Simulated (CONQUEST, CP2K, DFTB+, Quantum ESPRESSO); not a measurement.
# Amorphous polypropylene (as short chains C8H18) at 300 K (78 atoms): other programs against plane waves

Aim: forces, pressure and gap of amorphous polypropylene (as short chains C8H18) at 300 K (78 atoms) at one geometry, from other programs and methods, against plane-wave PBE.

Results are calculated, not measured.

## 1. The cell

The cell holds 78 atoms (24 C and 54 H), with edges of 8.86, 8.86 and 8.86 Å. Recipe: 3 polypropylene chains of 2 units with methyl end groups placed at random, at 0.817 g/cm³; overlaps pushed apart, then 20 ps at 800 K with MMFF94 bonds, angles, torsions, charges and radii (Halgren, J. Comput. Chem. 17, 490 (1996)) in harmonic and 12-6 forms. Snapshot after 30 ps at 300 K and fixed volume. Then every atom was moved at random, 0.05 Å r.m.s. a Cartesian component (hydrogen 0.6 of that). The density is 0.817 g/cm³.

## 2. The reference input

Quantum ESPRESSO 7.5: Kohn-Sham DFT, PBE, SSSP efficiency 1.3.0 pseudopotentials, plane waves. Its input, pw.in:

```
&control
  calculation = 'scf'
  pseudo_dir = './pseudo'
  outdir = './tmp'
  disk_io = 'none'
  tprnfor = .true.
  tstress = .true.
/
&system
  ibrav = 0
  nat = 78
  ntyp = 2
  ecutwfc = 45
  ecutrho = 360
  nosym = .true.
  occupations = 'smearing'
  smearing = 'fd'
  degauss = 0.003675
/
&electrons
  conv_thr = 3.9e-07
  electron_maxstep = 100
  mixing_beta = 0.4
  mixing_mode = 'plain'
  diagonalization = 'david'
/
ATOMIC_SPECIES
C 12.011 C.upf
H 1.008 H.upf
CELL_PARAMETERS angstrom
8.86432 0.00000 0.00000
0.00000 8.86432 0.00000
0.00000 0.00000 8.86432
ATOMIC_POSITIONS crystal
C 0.33597 0.34087 0.30488
C 0.31189 0.43251 0.45368
C 0.33640 0.33951 0.58539
C 0.30361 0.43632 0.72565
[... 72 atom lines left out ...]
H 0.56038 0.01948 0.08708
H 0.71252 0.05238 0.21030
K_POINTS gamma
```

```console
$ OMP_NUM_THREADS=1 mpirun -np 4 pw.x -in pw.in > output.txt
```

It took 14 s on 4 MPI ranks of Arm Neoverse V1, shared host; peak memory 1.1 GiB; 57 s of CPU time.

It converged with an r.m.s. force component of 2.0 eV/Å and a pressure of 5.6 GPa.

Its highest filled and lowest empty levels lie 5.55 eV apart on its k-points.

## 3. The other programs

- CONQUEST 1.3: pseudo-atomic orbitals (double zeta with polarisation, or contracted to multi-site or on-site support functions) with norm-conserving potentials on an integration grid.
- CP2K 2026.2: Gaussian basis with GTH pseudopotentials and a plane-wave density; labels give functional, basis (MOLOPT sets; SR short-range, UZH the newer set with its own potentials), grid cutoff/relative cutoff and solver (OT: orbital transformation; TRS4, TC2, SIGN: linear-scaling purification with its sparsity filter), or its built-in tight binding.
- DFTB+ 25.1: tight binding, with Slater–Koster sets (DFTB) or xTB through its tblite library.

All use the same cell and atoms, and the electronic-structure runs the same k-mesh.

## 4. All runs compared

Differences are against the reference: forces as r.m.s. over components, share as that over the reference's r.m.s. force, slope as the fitted ratio of a run's forces to the reference's.

| run | Δ force, r.m.s. (meV/Å) | share (%) | slope | Δ pressure (GPa) | Δ gap (eV) | cores | CPU time | memory (GiB) |
| --- | --- | --- | --- | --- | --- | --- | --- | --- |
| reference | - | - | - | - | - | 4 | 57 s | 1.1 |
| CONQUEST PBE, grid 60 Ha (coarse) | 315 | 15.4 | 1.093 | 2.60 | 0.302 | 2 | 66 s | 1.9 |
| CONQUEST PBE, grid 80 Ha | 314 | 15.4 | 1.093 | 2.59 | 0.304 | 2 | 89 s | 2.8 |
| CP2K GFN1-xTB, OT DIIS | 251 | 12.3 | 0.980 | -1.57 | - | 1 | 1.8 s | 0.34 |
| CP2K PBE, DZVP-UZH, 450/50 Ry, OT DIIS | 46.3 | 2.26 | 1.020 | 0.538 | 1.12 | 4 | 3.6 min | 1.6 |
| DFTB+ DFTB 3ob-3-1 | 416 | 20.4 | 0.972 | -1.94 | 4.75 | 1 | 0.22 s | 0.09 |
| DFTB+ DFTB mio-1-1 | 255 | 12.5 | 1.077 | -0.494 | 4.67 | 1 | 0.13 s | 0.09 |
| DFTB+ GFN1-xTB | 251 | 12.3 | 0.980 | -1.56 | 1.78 | 1 | 0.86 s | 0.09 |
| DFTB+ GFN2-xTB | 271 | 13.2 | 0.939 | -2.15 | 4.06 | 1 | 2.4 s | 0.09 |

Rows marked coarse were listed beforehand as settings not expected to be converged; some can still land near the reference.

CPU time is summed over cores on shared hosts, of unlike kinds, so it is rough.

## 5. Findings

Forces lie from 2.3 % (CP2K PBE, DZVP-UZH, 450/50 Ry, OT DIIS) to 20 % (DFTB+ DFTB 3ob-3-1) of the reference's r.m.s. force of 2.0 eV/Å away from it. The PBE runs in local orbitals, coarse settings apart, differ by 2.3 % (CP2K PBE, DZVP-UZH, 450/50 Ry, OT DIIS) to 15 % (CONQUEST PBE, grid 80 Ha); basis, grid and potentials can all enter. Tight binding differs by 12 % (DFTB+ GFN1-xTB) to 20 % (DFTB+ DFTB 3ob-3-1); it is another model, with fitted parameters of its own, and the xTB methods hold dispersion. Runs with settings chosen to be coarse differ by 15 % (CONQUEST PBE, grid 60 Ha), their programs' other errors included.

From CONQUEST PBE, grid 60 Ha to the finer CONQUEST PBE, grid 80 Ha the share goes from 15.4 to 15.4 %, so the grid isn't what parts these runs from the reference. Pressures at PBE, coarse settings apart, lie +0.54 to +2.59 GPa from the reference's. Gaps at PBE, coarse settings apart, lie +0.30 to +1.12 eV from the reference's.

**Limits.** Forces of 2.0 eV/Å r.m.s. are well above thermal ones: they come largely from the bond lengths of the classical model and from the random displacements, and they dominate the comparison. With short bonds to hydrogen, sets of potentials differ among themselves by several per cent in forces even at converged cutoffs, so the reference isn't exact here either. The reference's pressure holds the uncorrected Pulay stress of its 45 Ry basis, so small pressure differences may be the reference's own error. The network of contacts between molecules at the start is that of the classical potential that made the cell, and needn't be the one that DFT or experiment would give. The reference's PBE has no dispersion term, which matters for the binding between molecules or layers. The electronic-structure runs sample only Γ, in a cell whose shortest periodic width is 9 Å. The reference's 45/360 Ry lie under the cutoffs that SSSP recommends for H (60/480 Ry). Where levels are smeared, the DFT runs use Fermi–Dirac occupations at 580 K (0.05 eV), and energies are free energies. The atoms were displaced at random, and shares hang on the size of the forces that this gives. The reference's cutoffs and mesh weren't converged further here.

[Logs are printed without paths, hosts, clocks, repeated set-up lines and the standing remarks that a program may print on its own settings, such as how far it seeks lower states.]

[Hosts, paths, dates, database ids (printed as entryN), source tags and the programs' standing remarks are cut or masked in the printed files.]

[Cells were taken only where this reference lay near another plane-wave run.]

[The MMFF94 radii named for the starting cell were scaled by 0.96; in molecules described by MMFF94, hydrogen bound to N, O or S took a small fixed 12-6 site in their place.]
